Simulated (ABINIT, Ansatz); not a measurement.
# SiSnTeSe2 (P4/mmm): zone-centre phonons, part 3 of 3

Aim: the zone-centre modes of SiSnTeSe2 (P4/mmm).

ABINIT 10.8.3; DFT LDA, scalar-relativistic, plane waves, HGH norm-conserving pseudopotentials.

So far. Step 4 (Zone-centre response): The acoustic modes at Γ come out as far as 2.6 cm⁻¹ from zero, where they should vanish, a small numerical error. The lowest optical mode is imaginary, 140i cm⁻¹, an instability at this level and on this k mesh. Step 5 (Modes with the sum rule): The rule moves no optical mode by more than 0.2 cm⁻¹.

The structure was built from a prototype and need not be the compound's stable phase.

### Step 6. A second program

The same cell goes through another code, with its own cutoff. The potentials differ.

This step: DFT LDA, scalar-relativistic, plane waves, PseudoDojo norm-conserving pseudopotentials (Ansatz 0.2.0).

The input, input.yaml:

```yaml
crystal:
  lattice:
    - [4.7347185446, 0.0, 0.0]
    - [0.0, 4.7347185446, 0.0]
    - [0.0, 0.0, 5.3346507526]
  atoms:
    - { symbol: Sn, position: [0.0, 0.0, 0.0] }
    - { symbol: Si, position: [0.5, 0.5, 0.5] }
    - { symbol: Se, position: [0.5, 0.0, 0.5] }
    - { symbol: Se, position: [0.0, 0.5, 0.5] }
    - { symbol: Te, position: [0.5, 0.5, 0.0] }
kpoints:
  mp_grid: { grid: [6, 6, 4] }
hamiltonian:
  xc: lda
  pseudopotentials: { kind: nc, accuracy: standard }
scf:
  occupations: { method: methfessel_paxton, width: 0.27211 }
output:
  eigenvalues: true
phonons:
  method: dfpt
```

Started as:

```console
$ ansatz run input.yaml --threads 4 --pin off --max-ram 8192MiB --backend cpu --events-out ev --progress --plain --runs-dir out
```

What it wrote:

```text
zone centre: on kpoints.mp_grid the ground state, and the responses unless they are solved on pairs of k-points, stand on 48 of the mesh's 144 k-points, reduced under 8 symmetry operations, with k and −k counted as one. Each operation leaves every solved displacement unchanged or reverses it
Engine: ansatz 0.2.0, aarch64-unknown-linux-gnu
Pseudopotentials: kind: nc
Pseudopotential: Sn, nc, valence charge 14, recommended cutoff 979.609905 eV (normal), Sn.nc.azcp (PseudoDojo's, or run here from an input of PseudoDojo's; its table is named by hamiltonian.pseudopotentials.accuracy)
Pseudopotential: Si, nc, valence charge 4, recommended cutoff 435.38218 eV (normal), Si.nc.azcp (PseudoDojo's, or run here from an input of PseudoDojo's; its table is named by hamiltonian.pseudopotentials.accuracy)
Pseudopotential: Se, nc, valence charge 16, recommended cutoff 1170.089609 eV (normal), Se.nc.azcp (PseudoDojo's, or run here from an input of PseudoDojo's; its table is named by hamiltonian.pseudopotentials.accuracy)
Pseudopotential: Te, nc, valence charge 16, recommended cutoff 1120 eV (normal), Te.nc.azcp (PseudoDojo's, or run here from an input of PseudoDojo's; its table is named by hamiltonian.pseudopotentials.accuracy)
Functional definition: SPW92
  exchange = slater_x
  correlation = pw_c
Crystal: 5 atoms, lattice volume = 119.590 Å³
Basis set: ecut = 1170.089609 eV, 10845 PW (Γ), exchange–correlation on 108×108×120 points (8 copies of the dense FFT grid, shifted against one another)
Bands: 40, of which v1, the nominal top of the filled ones, is band 33 counted from 1 (32 counted from 0)
Symmetry: 16 space group operations
k-points: 48 of 144 (irreducible under 8 space group operations)
Non-local potential: Sn, projectors of the file, l = 0: 2, l = 1: 2, l = 2: 2
Non-local potential: Si, projectors of the file, l = 0: 2, l = 1: 2, l = 2: 2
Non-local potential: Se, projectors of the file, l = 0: 2, l = 1: 2, l = 2: 2
Non-local potential: Te, projectors of the file, l = 0: 3, l = 1: 2, l = 2: 2, l = 3: 2
Initial density: superposition of atomic densities (chi_scale 0.1, normalization cell, long waves kept (reshape's long-wave potential 0.04 eV rms))
Initial wavefunctions: pseudopotential atomic-orbital guess
Functional: x = slater, c = lda
SCF iter   1: F=—  HF=-11694.991301 eV  |F-HF|=—  |Δ(HF+E_count)|=         —  Δρ=3.60e-2  dr2=3.53e0  ethr=3.10e-3  ⟨swp⟩=7.5  Hψ=7887  notcnv=0
preconditioner: auto → Kerker (q_TF=auto, 2.471 Å⁻¹)  [metal: Δε(μ)=0.063 eV  Ē_g=8.770 eV  σ=0.272 eV  W_gap=0.19  n_scr=28 (ndim 8)  ℏωp=17.3 eV  f_vac=0.000  D(μ)=3.51/eV (n_scr^D=26)]
SCF iter   2: F=—  HF=-11694.284967 eV  |F-HF|=—  |Δ(HF+E_count)|=   7.06e-1  S|Δr|=    0.00e0  Δρ=1.79e-2  dr2=8.87e-1  ethr=3.10e-3  ⟨swp⟩=1.8  Hψ=2378  notcnv=0  defer=9
SCF iter   3: F=—  HF=-11694.042738 eV  |F-HF|=—  |Δ(HF+E_count)|=   2.42e-1  S|Δr|=    0.00e0  Δρ=4.15e-3  dr2=5.40e-2  ethr=1.34e-3  ⟨swp⟩=2.7  Hψ=3286  notcnv=0  defer=11
SCF iter   4: F=—  HF=-11694.031201 eV  |F-HF|=—  |Δ(HF+E_count)|=   1.15e-2  S|Δr|=    0.00e0  Δρ=1.55e-3  dr2=8.12e-3  ethr=8.18e-5  ⟨swp⟩=1.8  Hψ=2453  notcnv=0  defer=52
SCF iter   5: F=—  HF=-11694.028563 eV  |F-HF|=—  |Δ(HF+E_count)|=   2.64e-3  S|Δr|=    0.00e0  Δρ=4.93e-4  dr2=5.54e-4  ethr=1.23e-5  ⟨swp⟩=2.0  Hψ=2432  notcnv=0  defer=52
SCF iter   6: F=—  HF=-11694.028440 eV  |F-HF|=—  |Δ(HF+E_count)|=   1.24e-4  S|Δr|=    0.00e0  Δρ=1.41e-4  dr2=4.06e-5  ethr=8.39e-7  ⟨swp⟩=2.0  Hψ=2360  notcnv=0  defer=52
SCF iter   7: F=—  HF=-11694.028418 eV  |F-HF|=—  |Δ(HF+E_count)|=   2.14e-5  S|Δr|=    0.00e0  Δρ=3.25e-5  dr2=1.32e-6  ethr=6.15e-8  ⟨swp⟩=2.0  Hψ=2318  notcnv=0  defer=52
SCF iter   8: F=—  HF=-11694.028645 eV  |F-HF|=—  |Δ(HF+E_count)|=   2.27e-4  S|Δr|=    0.00e0  Δρ=9.04e-6  dr2=3.73e-8  ethr=2.00e-9  ⟨swp⟩=2.7  Hψ=3270  notcnv=0  defer=52
SCF iter   9: F=—  HF=-11694.028645 eV  |F-HF|=—  |Δ(HF+E_count)|=   4.59e-9  S|Δr|=    0.00e0  Δρ=1.36e-6  dr2=2.17e-9  ethr=5.66e-11  ⟨swp⟩=2.1  Hψ=3443  notcnv=0  defer=52
SCF iter  10: F=—  HF=-11694.028645 eV  |F-HF|=—  |Δ(HF+E_count)|=  2.26e-10  S|Δr|=    0.00e0  Δρ=3.18e-7  dr2=1.53e-10  ethr=3.28e-12  ⟨swp⟩=1.9  Hψ=2363  notcnv=0  defer=52
SCF iter  11: F=—  HF=-11694.028645 eV  |F-HF|=—  |Δ(HF+E_count)|=  1.27e-11  S|Δr|=    0.00e0  Δρ=8.25e-8  dr2=1.04e-11  ethr=1.00e-12  ⟨swp⟩=1.0  Hψ=1865  notcnv=0  defer=52
SCF iter  12: F=-11694.028645 eV  HF=-11694.028645 eV  |F-HF|=1.82e-12  |Δ(HF+E_count)|=    0.00e0  S|Δr|=    0.00e0  Δρ=2.05e-8  dr2=6.81e-13  ethr=1.00e-12  ⟨swp⟩=15.2  Hψ=11189  notcnv=0
SCF 1 converged in 12 iterations: F = -11694.028645 eV  dr2 = 6.81e-13
DFPT response loops at Γ: preconditioner auto → Kerker (q_TF=auto, 2.471 Å⁻¹) (partly filled bands, converged f_vac=0.000); β = 1.00, the filter's whole step (`scf.mixing.beta` (0.50) is not read by the response loops under this deck's `scf.mixing.preconditioner`; to damp them name `kerker` or `kerker_dos`, under which they read `scf.mixing.beta`, and type it under 1.00, their step now; both keys bind the ground state too); Broyden in place of MSR1
SCF converged after 12 iterations
Stability not checked: this state was not tested for a lower state beside it, because cold or Methfessel-Paxton smearing, or corrected tetrahedra, fill the levels in a way that the test cannot read (fill_not_monotonic; see scf.lower_state_search)
Free energy (F): -11694.028645 eV
Harris-Foulkes:  -11694.028645 eV  (|F-HF|=1.82e-12)
Internal energy: -11694.031214 eV  (E = F + TS)
E sigma→0 (E₀):  -11694.029287 eV
Entropy (-TS):   0.002569 eV (0.514 meV/atom)
Fermi energy:    9.745107 eV
Step filling:    the computed levels leave a gap of 0.0502 eV = 0.2 smearing widths at the electron count; against every level under it full and every level over it empty, smearing changes F+E_penalty+E_count by +5.734 meV and its σ→0 estimate by +5.091 meV
--- Per-component energies (eV) ---
  E_band       = -1043.104821
  E_kinetic    = 7127.156711
  E_local      = -8479.026667  (includes V_loc(G=0)·N_el)
  E_nonlocal   = -4145.866942
  E_hartree    = 3086.090641
  E_xc         = -2590.382983
  E_vxc        = -1717.549183  (∫ρ·V_xc dr)
  E_ewald      = -6692.001973
  E_smearing   = 0.002569  (= −TS)
  E_closure    = 0.000000  (closes the sum)
  Σ components = -11694.028645   (vs F -11694.028645, Δ=0.00e0)
--- Band table (eV; the first three rows and the last of 48) ---
  k-point 0: bands = [... 29 lower, 7.8843, 8.4836, 8.7554, 8.8833, 8.8833, 12.8462, 13.5882, 13.5882, ... 3 higher]
  k-point 1: bands = [... 29 lower, 7.4505, 8.2422, 8.8806, 8.8806, 9.9662, 11.2586, 13.2181, 13.2181, ... 3 higher]
  k-point 2: bands = [... 29 lower, 7.5132, 8.0354, 8.9421, 8.9421, 8.9519, 11.9106, 12.7645, 12.8593, ... 3 higher]
  k-point 47: bands = [... 29 lower, 8.5308, 9.9180, 9.9180, 10.5782, 10.6141, 11.8449, 11.8449, 12.5600, ... 3 higher]
--- Phonons (Γ-DFPT): 9 representative perturbations + reference, on 48 of 144 k-points (Σ response iterations 29) ---
  k mesh reduced under 8 symmetry operations, with k and −k counted as one. Each operation leaves every solved displacement unchanged or reverses it
  ASR residual: 1.385e-4 → 0.000e0 eV/Å²; symmetrization residual: 9.394e-5 eV/Å²
  ASR residual per site (eV/Å²): 8.04e-5 1.39e-4 1.09e-4 1.09e-4 1.05e-4
  Γ frequencies (cm⁻¹): -138.18 -102.26 -102.26 -64.52 -52.75 -52.75 -51.02 0.00 0.00 0.00 26.74 26.74 174.19 278.53 278.53
  non-analytic LO–TO correction: not included (Born effective charges unavailable; polar crystals: no LO–TO splitting at Γ)
```

Elapsed: 4.4 min, on 4 threads of Arm Neoverse V1, shared host; peak memory 3.1 GiB.

Numbers from this step:

```yaml
sum_rule_residual_before_enforcement: 1.39e-4 eV/Å²
highest_optical_zone_centre_mode_no_lo_to_term: 278.5 cm⁻¹
lowest_optical_zone_centre_mode: -138.2 cm⁻¹
```

### Step 7. Side by side: ABINIT HGH and Ansatz, PseudoDojo

Numbers from this step:

| Property | Result |
| --- | --- |
| root-mean-square difference | 5.2 cm⁻¹ |
| largest difference | 10.99 cm⁻¹ |

The 12 of 12 modes that differ most. Frequencies side by side:

| q (reciprocal lattice) | mode | ABINIT HGH (cm⁻¹) | Ansatz, PseudoDojo (cm⁻¹) |
| --- | --- | --- | --- |
| 0 0 0 | 1 | -139.8 | -138.2 |
| 0 0 0 | 2 | -103.4 | -102.3 |
| 0 0 0 | 3 | -103.4 | -102.3 |
| 0 0 0 | 4 | -64.66 | -64.52 |
| 0 0 0 | 5 | -55.13 | -52.75 |
| 0 0 0 | 6 | -55.13 | -52.75 |
| 0 0 0 | 7 | -46.26 | -51.02 |
| 0 0 0 | 11 | 22.3 | 26.74 |
| 0 0 0 | 12 | 22.3 | 26.74 |
| 0 0 0 | 13 | 172.3 | 174.2 |
| 0 0 0 | 14 | 267.5 | 278.5 |
| 0 0 0 | 15 | 267.5 | 278.5 |

At the zone centre the largest difference (acoustic modes at Γ apart) is 4 % of the highest mode.

### Step 8. Outcome

| Item | Value |
| --- | --- |
| space group after relaxation | P4/mmm |
| volume per atom | 23.9 Å³ |
| highest optical zone-centre mode (no LO-TO term) | 267.5 cm⁻¹ |
| lowest optical zone-centre mode | -139.8 cm⁻¹ |
| imaginary optical modes at the zone centre (no q mesh in this session) | yes |
| largest difference from Ansatz, PseudoDojo | 11.0 cm⁻¹ |

What this shows: At the LDA level the optical modes of SiSnTeSe2 (P4/mmm) at the zone centre run from 140i to 268 cm⁻¹, so the structure is a saddle point, with 7 modes beyond 10i cm⁻¹ there. The base run prints -0.74 GPa, mostly the error of a finite basis; the relaxation, with a smoothed and higher cutoff, had brought the cell to rest. ABINIT HGH and Ansatz, PseudoDojo differ by 5.2 cm⁻¹ in the root mean square and by 11.0 cm⁻¹ at most, 4.1 % of the highest mode compared (acoustic modes at Γ left out); the two use different potentials, and the cell was not relaxed for the second set. These are harmonic frequencies at zero temperature: anharmonic shifts and linewidths and thermal expansion are left out. Spin-orbit coupling is left out, which can matter for the heavy elements here. The HGH files keep few electrons and have no core correction, which is cheap but rough for Sn. In a metal the frequencies hang on the k mesh and the smearing, most of all near Kohn anomalies. The structure is a hypothetical one, built on a prototype.

[Host names and launcher messages were left out of these logs when they were recorded.]

[Logs are printed without paths, hosts, clocks, repeated set-up lines and the standing remarks that a program may print on its own settings, such as how far it seeks lower states.]

[Hosts, paths, dates, database ids (printed as entryN), source tags and the programs' standing remarks are cut or masked in the printed files.]
